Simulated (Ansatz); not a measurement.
## I on Pd(100): change of the work function

How does I on the top site change the work function of Pd(100) as the layer fills?

Main program and level: Ansatz 0.2.0; plane-wave DFT, PBE, Ansatz PAW.

This is a report of a sequence of runs, with most program output left out.

## Step 1: Set-up

The cell holds 4 atoms: 4 Pd. Cell: a = 2.751 Å, b = 2.751 Å, c = 23.835 Å, α = 90.0°, β = 90.0°, γ = 90.0°. Vacuum lies along c.

## Step 2: The clean slab

The bare slab comes first, as the zero from which every change is counted. The two lowest layers are held at bulk places and the upper ones relax. The dipole correction removes the false field that a one-sided slab makes across the periodic vacuum, so each face gets a flat vacuum level of its own.

input.yaml

```yaml
crystal:
  lattice:
    - [2.7506453788, 0.0, 0.0]
    - [0.0, 2.7506453788, 0.0]
    - [0.0, 0.0, 23.835]
  atoms:
    - { symbol: Pd, position: [0.5, 0.5, 0.3775959723] }
    - { symbol: Pd, position: [0.0, 0.0, 0.4591986574] }
    - { symbol: Pd, position: [0.5, 0.5, 0.5408013426] }
    - { symbol: Pd, position: [0.0, 0.0, 0.6224040277] }
kpoints:
  mp_grid: { grid: [11, 11, 1] }
hamiltonian:
  xc: pbe
scf:
  occupations: { method: fermi_dirac, width: 0.1 }
  convergence: { dr2_threshold: 1.0e-08 }
efield:
  axis: 3
  dipole_correction: true
  ramp_position: 0.97
  ramp_width: 0.06
relax:
  f_tol: 0.02
  max_steps: 60
  constraints: [{ sites: [0, 1] }]
output:
  write_potential: true
  write_density: true
  volumetric_format: npy
```

The run is started by

```
> ansatz run input.yaml --threads 4 --pin off --max-ram 12288MiB --backend cpu --events-out ev --progress --plain --runs-dir out
```

Elapsed: 14 s, on 4 threads of Arm Neoverse V1, shared host; peak memory 0.5 GiB.

Relaxation path:

| step | energy less that of the first step (eV) | largest force component (eV/Å) |
| --- | --- | --- |
| 1 | 0.0000 | 0.2005 |
| 2 | -0.0117 | 0.0661 |
| 3 | -0.0129 | 0.0023 |

The run keeps the 8 symmetry operations that it works with, so distortions that break them were not tested.

The atoms that moved most (Å):

| atom | dx | dy | dz | length |
| --- | --- | --- | --- | --- |
| Pd4 | 0.000 | 0.000 | 0.097 | 0.097 |
| Pd3 | 0.000 | 0.000 | 0.060 | 0.060 |

Final coordinates:

```cif
data_structure
_symmetry_space_group_name_H-M 'P 1'
_symmetry_Int_Tables_number 1
_cell_length_a 2.7506
_cell_length_b 2.7506
_cell_length_c 23.8350
_cell_angle_alpha 90.000
_cell_angle_beta 90.000
_cell_angle_gamma 90.000
_cell_volume 180.34
loop_
_atom_site_label
_atom_site_type_symbol
_atom_site_fract_x
_atom_site_fract_y
_atom_site_fract_z
_atom_site_occupancy
Pd1 Pd 0.50000 0.50000 0.37760 1
Pd2 Pd 0.00000 0.00000 0.45920 1
Pd3 Pd 0.50000 0.50000 0.54332 1
Pd4 Pd 0.00000 0.00000 0.62648 1
```

Numbers from this step:

| Property | Result |
| --- | --- |
| energy at zero smearing | -27889.9538 eV |
| work function, upper face | 5.104 eV |
| dipole along the normal | -1.27e-4 e·Å |

Running mean over 1.945 Å of the planar mean; the ramp of the sawtooth is left out. The electron's electrostatic potential energy less the Fermi level by z:

| z (Å) | electron's electrostatic potential energy less the Fermi level (eV) |
| --- | --- |
| 3 | 5.10 |
| 4 | 5.10 |
| 5 | 5.10 |
| 6 | 5.06 |
| 7 | 4.54 |
| 8 | -1.67 |
| 9 | -8.07 |
| 10 | -8.46 |
| 11 | -8.49 |
| 12 | -8.02 |
| 13 | -8.43 |
| 14 | -8.05 |
| 15 | -7.89 |
| 16 | -0.965 |
| 17 | 4.64 |
| 18 | 5.07 |
| 19 | 5.10 |
| 20 | 5.10 |

The relaxation took 3 steps and lowered the energy by 0.013 eV; the largest force on the free atoms ends at 0.0023 eV/Å.

The work function of the upper face is 5.10 eV.

## Step 3: The covered slab, k-mesh 6×6×1, coverage 0.25 ML

System of this step: Pd16I (I/Pd(100)). The cell holds 17 atoms: 16 Pd and 1 I. Its edges and angles: a = 5.501 Å, b = 5.501 Å, c = 26.851 Å, α = 90.0°, β = 90.0°, γ = 90.0°. Vacuum lies along c.

The clean slab as it ended is repeated in the plane and the adsorbate is set on one face; the cell's size fixes the coverage, and the k-mesh shrinks with it to keep the sampling density about even. Adsorbate and upper layers relax, since the dipole depends on the height.

input.yaml

```yaml
crystal:
  lattice:
    - [5.5012907576, 0.0, 0.0]
    - [0.0, 5.5012907576, 0.0]
    - [0.0, 0.0, 26.8512539652]
  atoms:
    - { symbol: Pd, position: [0.25, 0.25, 0.3351798769] }
    - { symbol: Pd, position: [0.0, 0.0, 0.4076159726] }
    - { symbol: Pd, position: [0.25, 0.25, 0.4822850972] }
    - { symbol: Pd, position: [0.0, 0.0, 0.5561101163] }
    - { symbol: Pd, position: [0.25, 0.75, 0.3351798769] }
    - { symbol: Pd, position: [0.0, 0.5, 0.4076159726] }
    - { symbol: Pd, position: [0.25, 0.75, 0.4822850972] }
    - { symbol: Pd, position: [0.0, 0.5, 0.5561101163] }
    - { symbol: Pd, position: [0.75, 0.25, 0.3351798769] }
    - { symbol: Pd, position: [0.5, 0.0, 0.4076159726] }
    - { symbol: Pd, position: [0.75, 0.25, 0.4822850972] }
    - { symbol: Pd, position: [0.5, 0.0, 0.5561101163] }
    - { symbol: Pd, position: [0.75, 0.75, 0.3351798769] }
    - { symbol: Pd, position: [0.5, 0.5, 0.4076159726] }
    - { symbol: Pd, position: [0.75, 0.75, 0.4822850972] }
    - { symbol: Pd, position: [0.5, 0.5, 0.5561101163] }
    - { symbol: I, position: [0.0, 0.0, 0.6648201231] }
kpoints:
  mp_grid: { grid: [6, 6, 1] }
hamiltonian:
  xc: pbe
scf:
  occupations: { method: fermi_dirac, width: 0.1 }
  convergence: { dr2_threshold: 1.0e-08 }
efield:
  axis: 3
  dipole_correction: true
  ramp_position: 0.97
  ramp_width: 0.06
relax:
  f_tol: 0.02
  max_steps: 60
  constraints: [{ sites: [0, 1, 4, 5, 8, 9, 12, 13] }]
output:
  bader: true
  dos: { projected: true, e_range: [-8, 4] }
  write_potential: true
  write_density: true
  volumetric_format: npy
  elf: true
```

Elapsed: 5.2 min, on 4 threads; peak memory 3.6 GiB; 21 min of CPU time.

Step by step:

| step | energy less that of the first step (eV) | largest force component (eV/Å) |
| --- | --- | --- |
| 1 | 0.0000 | 1.6471 |
| 2 | -0.3070 | 1.2415 |
| 3 | -0.4227 | 0.9345 |
| 4 | -0.4513 | 0.4212 |
| 5 | -0.4609 | 0.0362 |
| 6 | -0.4611 | 0.0061 |

Forces are held to the 8 operations that the run works with; a distortion that breaks them can't arise in this run.

The atoms that moved most (Å):

| atom | dx | dy | dz | length |
| --- | --- | --- | --- | --- |
| I17 | 0.000 | 0.000 | -0.443 | 0.443 |
| Pd8 | 0.000 | 0.000 | 0.073 | 0.073 |
| Pd12 | 0.000 | 0.000 | 0.073 | 0.073 |
| Pd4 | 0.000 | 0.000 | -0.043 | 0.043 |
| Pd11 | -0.004 | 0.004 | 0.000 | 0.006 |
| Pd15 | -0.004 | -0.004 | 0.000 | 0.006 |
| Pd3 | 0.004 | 0.004 | 0.000 | 0.006 |
| Pd7 | 0.004 | -0.004 | 0.000 | 0.006 |

Final coordinates:

```cif
data_structure
_symmetry_space_group_name_H-M 'P 1'
_symmetry_Int_Tables_number 1
_cell_length_a 5.5013
_cell_length_b 5.5013
_cell_length_c 26.8513
_cell_angle_alpha 90.000
_cell_angle_beta 90.000
_cell_angle_gamma 90.000
_cell_volume 812.63
loop_
_atom_site_label
_atom_site_type_symbol
_atom_site_fract_x
_atom_site_fract_y
_atom_site_fract_z
_atom_site_occupancy
Pd1 Pd 0.25000 0.25000 0.33518 1
Pd2 Pd 0.00000 0.00000 0.40762 1
Pd3 Pd 0.25081 0.25081 0.48230 1
Pd4 Pd 0.00000 0.00000 0.55452 1
Pd5 Pd 0.25000 0.75000 0.33518 1
Pd6 Pd 0.00000 0.50000 0.40762 1
Pd7 Pd 0.25081 0.74919 0.48230 1
Pd8 Pd 0.00000 0.50000 0.55883 1
Pd9 Pd 0.75000 0.25000 0.33518 1
Pd10 Pd 0.50000 0.00000 0.40762 1
Pd11 Pd 0.74919 0.25081 0.48230 1
Pd12 Pd 0.50000 0.00000 0.55883 1
Pd13 Pd 0.75000 0.75000 0.33518 1
Pd14 Pd 0.50000 0.50000 0.40762 1
Pd15 Pd 0.74919 0.74919 0.48230 1
Pd16 Pd 0.50000 0.50000 0.55611 1
I17 I 0.00000 0.00000 0.64832 1
```

Numbers from this step:

* energy at zero smearing: -119073.8215 eV
* work function, upper face: 5.388 eV
* work function, lower face: 5.103 eV
* dipole along the normal: -0.04767 e·Å
* step between the vacuum levels: 0.2850 eV

Running mean over 1.945 Å of the planar mean; the ramp of the sawtooth is left out. Table of electron's electrostatic potential energy less the Fermi level by z:

z (Å), electron's electrostatic potential energy less the Fermi level (eV) and a bar from the least value:
```
      3.5       5.10 #############################
      4.0       5.10 #############################
      4.5       5.10 #############################
      5.0       5.10 #############################
      5.5       5.09 #############################
      6.0       5.06 #############################
      6.5       4.95 #############################
      7.0       4.54 ############################
      7.5       2.71 ########################
      8.0      -1.67 ###############
      8.5      -6.21 #####
      9.0      -8.07 #
      9.5      -8.39 
     10.0      -8.45 
     10.5      -8.49 
     11.0      -8.47 
     11.5      -8.17 #
     12.0      -7.99 #
     12.5      -8.23 #
     13.0      -8.40 
     13.5      -8.08 #
     14.0      -7.83 #
     14.5      -8.02 #
     15.0      -7.95 #
     15.5      -6.06 #####
     16.0      -1.99 ##############
     16.5       1.56 ######################
     17.0       2.58 ########################
     17.5       2.70 ########################
     18.0       3.33 ##########################
     18.5       4.05 ###########################
     19.0       4.77 #############################
     19.5       5.24 ##############################
     20.0       5.36 ##############################
     20.5       5.38 ##############################
     21.0       5.39 ##############################
     21.5       5.39 ##############################
     22.0       5.39 ##############################
     22.5       5.39 ##############################
     23.0       5.39 ##############################
     23.5       5.39 ##############################
```

The density of states has structure finer than the step of the table below, so its rows give means over 0.25 eV, whole bins alone (the curve runs from -8 to 1.98 eV). Peaks (eV: height): -2.320: 56.9, -2.110: 53.6, -1.620: 57.6, -1.470: 58.2, -0.900: 51.8, -0.330: 48.1, -0.030: 112.

The density of states by energy, zero at the Fermi level; means over each step:

energy (eV), density of states (states/eV a cell) and a bar:
```
    -6.75          0 
    -6.50          0 
    -6.25          1 #
    -6.00          1 #
    -5.75          1 #
    -5.50          1 #
    -5.25          2 #
    -5.00          4 ###
    -4.75         17 ###########
    -4.50         27 ##################
    -4.25         32 #####################
    -4.00         32 #####################
    -3.75         31 #####################
    -3.50         29 ###################
    -3.25         28 ##################
    -3.00         28 ###################
    -2.75         32 #####################
    -2.50         32 #####################
    -2.25         44 #############################
    -2.00         30 ####################
    -1.75         35 #######################
    -1.50         45 ##############################
    -1.25         29 ###################
    -1.00         39 ##########################
    -0.75         38 ##########################
    -0.50         40 ###########################
    -0.25         41 ###########################
     0.00         44 ##############################
     0.25         11 #######
     0.50          5 ###
     0.75          5 ###
     1.00          6 ####
     1.25          4 ##
     1.50          5 ###
     1.75          5 ###
```

Projected DOS per atom over height of the atomic layer and energy from the Fermi level. Layers: Pd4 Pd4 Pd4 Pd4 I from below.

Values in states/eV, 22 rows by 5 columns, each cell a mean:
```
0.03 0.04 0.04 0.04 0.10
0.04 0.05 0.05 0.05 0.08
0.07 0.09 0.10 0.11 0.21
0.35 0.22 0.24 0.39 0.29
1.90 2.25 2.26 1.69 0.76
2.58 1.97 1.95 2.74 1.23
2.85 1.83 1.65 2.70 1.39
2.53 1.63 1.77 2.44 1.70
2.42 1.09 1.39 2.15 1.43
2.45 2.53 2.56 2.05 1.08
1.73 1.82 2.08 1.67 1.48
1.42 1.46 1.47 1.76 1.05
1.62 1.95 1.78 2.18 1.12
1.19 2.51 2.29 1.16 0.54
0.58 2.15 1.97 0.57 0.35
0.05 0.17 0.18 0.06 0.10
0.02 0.02 0.02 0.02 0.02
0.01 0.01 0.01 0.01 0.02
0.00 0.00 0.00 0.00 0.01
0.00 0.00 0.00 0.00 0.00
0.00 0.00 0.00 0.00 0.00
0.00 0.00 0.00 0.00 0.00
```
Columns: height of the atomic layer (Å) from 9 to 17.4 (not evenly spaced); rows upwards: energy from the Fermi level (eV) from -7.96 to 1.95.

ELF in the ca plane at fractional y = 0.000, with atoms of Pd and I within 0.2 Å of it. It is the smooth field of the valence electrons, not physical close to the nuclei.

Values, 8 rows by 16 columns, each cell a mean:
```
0.16 0.20 0.44 0.40 0.18 0.18 0.43 0.39 0.50 0.40 0.67 0.24 0.01 0.00 0.00 0.00
0.19 0.20 0.23 0.22 0.20 0.21 0.23 0.21 0.48 0.74 0.68 0.17 0.01 0.00 0.00 0.00
0.18 0.20 0.28 0.26 0.19 0.19 0.27 0.25 0.15 0.47 0.35 0.06 0.00 0.00 0.00 0.00
0.15 0.20 0.44 0.42 0.17 0.18 0.43 0.44 0.11 0.04 0.02 0.00 0.00 0.00 0.00 0.00
0.16 0.20 0.43 0.39 0.17 0.18 0.42 0.42 0.10 0.09 0.07 0.01 0.00 0.00 0.00 0.00
0.19 0.20 0.23 0.22 0.20 0.20 0.22 0.19 0.23 0.63 0.48 0.09 0.00 0.00 0.00 0.00
0.18 0.20 0.28 0.26 0.20 0.20 0.29 0.26 0.52 0.67 0.70 0.20 0.01 0.00 0.00 0.00
0.15 0.20 0.44 0.42 0.17 0.17 0.43 0.40 0.48 0.34 0.66 0.25 0.01 0.00 0.00 0.00
```
Columns run along c (16.0 Å, from fractional 0.31 to 0.90 of the cell), rows up along a (5.5 Å). Atoms in or near the plane, at fractional coordinates: Pd at (0.41, 0.00), Pd at (0.55, 0.00), Pd at (0.41, 0.50), Pd at (0.56, 0.50), I at (0.65, 0.00).

Electrostatic potential energy in the ca plane at fractional y = 0.000, with atoms of Pd and I within 0.2 Å of it. With pseudopotentials it is smooth inside the atoms' cores, unlike the true potential.

Values in eV, 8 rows by 16 columns, each cell a mean:
```
  6   4 -34 -25   5   3 -35 -24  -9  -4  -4   7   8   8   8   8
  4   4  -1   1   4   4  -1   1   2  -4   5   8   8   8   8   8
  5   4  -8  -4   4   5  -6  -6   6   7   8   8   8   8   8   8
  7   3 -41 -31   5   5 -36 -35   5   8   8   8   8   8   8   8
  6   4 -34 -25   5   5 -29 -29   5   8   8   8   8   8   8   8
  4   4  -1   1   4   4   0   0   6   6   7   8   8   8   8   8
  5   4  -8  -4   4   4  -8  -4  -1 -10   2   7   8   8   8   8
  7   3 -41 -31   5   2 -42 -30 -10   2  -6   7   8   8   8   8
```
Columns run along c (16.0 Å, from fractional 0.31 to 0.90 of the cell; values clipped at the 3rd and 97th percentile), rows up along a (5.5 Å). Atoms in or near the plane, at fractional coordinates: Pd at (0.41, 0.00), Pd at (0.55, 0.00), Pd at (0.41, 0.50), Pd at (0.56, 0.50), I at (0.65, 0.00).

Valence density in the ca plane at fractional y = 0.000, with atoms of Pd and I within 0.2 Å of it. It is the smooth field of the valence electrons, not physical close to the nuclei.

Ten steps, logarithmic in the rise over the least value, from '0' (0 e/Å³) to '9' (16 e/Å³), each cell a mean:
```
00112479974111124799743479963100000000000000
01111257752111113576522346642100000000000000
11111223322112112233211223321000000000000000
11221122221122211222111111110000000000000000
11111223322111111233210000000000000000000000
01111257752111112467631000000000000000000000
00112479974111113799851000000000000000000000
00112489984211113799852000000000000000000000
01111368863111113688741000000000000000000000
11111235532111112355421000000000000000000000
11221122221122211222210011100000000000000000
11221122221122211222211122221000000000000000
11111245542111112455322234432100000000000000
01111368863111123788632368853100000000000000
00112489984211124899743489973100000000000000
```
Columns run along c (16.0 Å, from fractional 0.31 to 0.90 of the cell), rows up along a (5.5 Å). Atoms in or near the plane, at fractional coordinates: Pd at (0.41, 0.00), Pd at (0.55, 0.00), Pd at (0.41, 0.50), Pd at (0.56, 0.50), I at (0.65, 0.00).

The relaxation took 6 steps and lowered the energy by 0.46 eV; the largest force on the free atoms ends at 0.0061 eV/Å.

By hand: a sheet of dipoles makes a step −p/(ε₀A) in the electron's potential. With e/ε₀ = 180.95 V·Å, p = -0.04767 e·Å and A = 30.26 Å², that is −180.95 × (-0.04767) / 30.26 = +0.285 eV, and the two vacuum levels of the run differ by +0.285 eV.

The covered face has 5.39 eV, +0.28 eV against the clean one; the bare back face has moved by +0.00 eV, a measure of how thin the slab is.

## Step 4: The covered slab, k-mesh 6×6×1, coverage 0.5 ML

System of this step: Pd8I (I/Pd(100)). The cell holds 18 atoms: 16 Pd and 2 I. Cell: a = 5.501 Å, b = 5.501 Å, c = 26.851 Å, α = 90.0°, β = 90.0°, γ = 90.0°. Vacuum lies along c.

Another coverage, to see how the dipoles act on each other as their distance changes.

input.yaml, as its differences from that of step 3:

```diff
@@ -23,2 +23,3 @@
     - { symbol: I, position: [0.0, 0.0, 0.6648201231] }
+    - { symbol: I, position: [0.5, 0.5, 0.6648201231] }
 kpoints:
@@ -45,2 +46 @@
   volumetric_format: npy
-  elf: true
```

The job ended after 4.8 min (4 threads; peak memory 3.8 GiB; 19 min of CPU time).

The steps of the relaxation:

| step | energy less that of the first step (eV) | largest force component (eV/Å) |
| --- | --- | --- |
| 1 | 0.0000 | 1.2232 |
| 2 | -0.4192 | 1.0272 |
| 3 | -0.6125 | 0.6541 |
| 4 | -0.6128 | 0.8656 |
| 5 | -0.6743 | 0.0118 |

The run keeps the 16 symmetry operations that it works with, so distortions that break them were not tested.

The atoms that moved most (Å):

| atom | dx | dy | dz | length |
| --- | --- | --- | --- | --- |
| I18 | 0.000 | 0.000 | -0.381 | 0.381 |
| I17 | 0.000 | 0.000 | -0.381 | 0.381 |
| Pd8 | 0.000 | 0.000 | 0.065 | 0.065 |
| Pd12 | 0.000 | 0.000 | 0.065 | 0.065 |
| Pd16 | 0.000 | 0.000 | 0.006 | 0.006 |
| Pd4 | 0.000 | 0.000 | 0.006 | 0.006 |

Final coordinates:

```xyz
18
Lattice="5.5013 0.0000 0.0000 0.0000 5.5013 0.0000 0.0000 0.0000 26.8513" Properties=species:S:1:pos:R:3
Pd    1.3753    1.3753    9.0000
Pd    0.0000    0.0000   10.9450
Pd    1.3753    1.3753   12.9517
Pd    0.0000    0.0000   14.9379
Pd    1.3753    4.1260    9.0000
Pd    0.0000    2.7506   10.9450
Pd    1.3753    4.1260   12.9517
Pd    0.0000    2.7506   14.9973
Pd    4.1260    1.3753    9.0000
Pd    2.7506    0.0000   10.9450
Pd    4.1260    1.3753   12.9517
Pd    2.7506    0.0000   14.9973
Pd    4.1260    4.1260    9.0000
Pd    2.7506    2.7506   10.9450
Pd    4.1260    4.1260   12.9517
Pd    2.7506    2.7506   14.9379
I     0.0000    0.0000   17.4706
I     2.7506    2.7506   17.4706
```

Numbers from this step:

| Item | Value |
| --- | --- |
| energy at zero smearing | -126587.2717 eV |
| work function, upper face | 5.219 eV |
| work function, lower face | 5.102 eV |
| dipole along the normal | -0.01946 e·Å |
| step between the vacuum levels | 0.1164 eV |

The density of states has structure finer than the step of the table below, so its rows give means over 0.25 eV, whole bins alone (the curve runs from -8 to 1.98 eV). Peaks (eV: height): -3.610: 74.3, -2.350: 73.9, -2.230: 76.5, -1.710: 59.4, -0.390: 65.5, -0.180: 65.0, -0.060: 59.4.

Table of density of states by energy, zero at the Fermi level; means over each step:

energy (eV), density of states (states/eV a cell) and a bar:
```
    -6.75        0.0 
    -6.50        0.1 
    -6.25        1.1 #
    -6.00        1.2 #
    -5.75        1.3 #
    -5.50        1.5 #
    -5.25        2.1 #
    -5.00        4.3 ###
    -4.75       19.2 ############
    -4.50       26.8 ################
    -4.25       32.5 ####################
    -4.00       36.6 ######################
    -3.75       30.9 ###################
    -3.50       35.6 ######################
    -3.25       25.8 ################
    -3.00       27.6 #################
    -2.75       33.4 ####################
    -2.50       32.5 ####################
    -2.25       49.3 ##############################
    -2.00       31.5 ###################
    -1.75       36.6 ######################
    -1.50       39.9 ########################
    -1.25       30.5 ###################
    -1.00       40.1 ########################
    -0.75       37.8 #######################
    -0.50       39.9 ########################
    -0.25       45.2 ############################
     0.00       36.2 ######################
     0.25       15.2 #########
     0.50        4.6 ###
     0.75        4.2 ###
     1.00        5.0 ###
     1.25        4.2 ###
     1.50        4.6 ###
     1.75        4.9 ###
```

Projected DOS per atom over height of the atomic layer and energy from the Fermi level. Layers: Pd4 Pd4 Pd4 Pd4 I2 from below.

Values in states/eV, 22 rows by 5 columns, each cell a mean:
```
0.03 0.04 0.04 0.05 0.06
0.04 0.05 0.06 0.07 0.08
0.07 0.08 0.09 0.09 0.07
0.35 0.22 0.24 0.40 0.33
1.97 2.28 2.20 1.72 1.77
2.49 1.95 1.89 2.33 1.16
2.88 1.85 1.67 2.42 1.08
2.51 1.68 1.84 2.10 1.04
2.43 1.05 1.47 2.13 1.24
2.45 2.49 2.58 2.17 0.95
1.77 1.82 2.33 1.54 1.18
1.36 1.48 1.30 1.64 1.26
1.56 1.99 1.47 2.58 1.41
1.28 2.52 2.36 1.73 0.86
0.55 2.09 2.02 0.72 0.33
0.05 0.18 0.21 0.08 0.11
0.01 0.02 0.02 0.02 0.02
0.01 0.01 0.01 0.01 0.02
0.00 0.00 0.00 0.00 0.01
0.00 0.00 0.00 0.00 0.00
0.00 0.00 0.00 0.00 0.00
0.00 0.00 0.00 0.00 0.00
```
Columns: height of the atomic layer (Å) from 9 to 17.5 (not evenly spaced); rows upwards: energy from the Fermi level (eV) from -7.96 to 1.95.

The relaxation took 5 steps and lowered the energy by 0.67 eV; the largest force on the free atoms ends at 0.012 eV/Å.

The covered face has 5.22 eV, +0.11 eV against the clean one; the bare back face has moved by +0.00 eV, a measure of how thin the slab is.

(Part 1 of 2 ends here.)

[Logs are printed without paths, hosts, clocks, repeated set-up lines and the standing remarks that a program may print on its own settings, such as how far it seeks lower states.]

[Hosts, paths, dates, database ids (printed as entryN), source tags and the programs' standing remarks are cut or masked in the printed files.]

[Maps of the electrostatic potential energy from Ansatz leave out the sawtooth potential of an applied field or a dipole correction, so their vacuum need not be flat; planar profiles and work functions include it.]

[The density of states shown here was stored with 400 of the rows of the run's finer table, so its peaks can read low, often by over a quarter, or be missed, and its means over a window can be off by a tenth or more.]
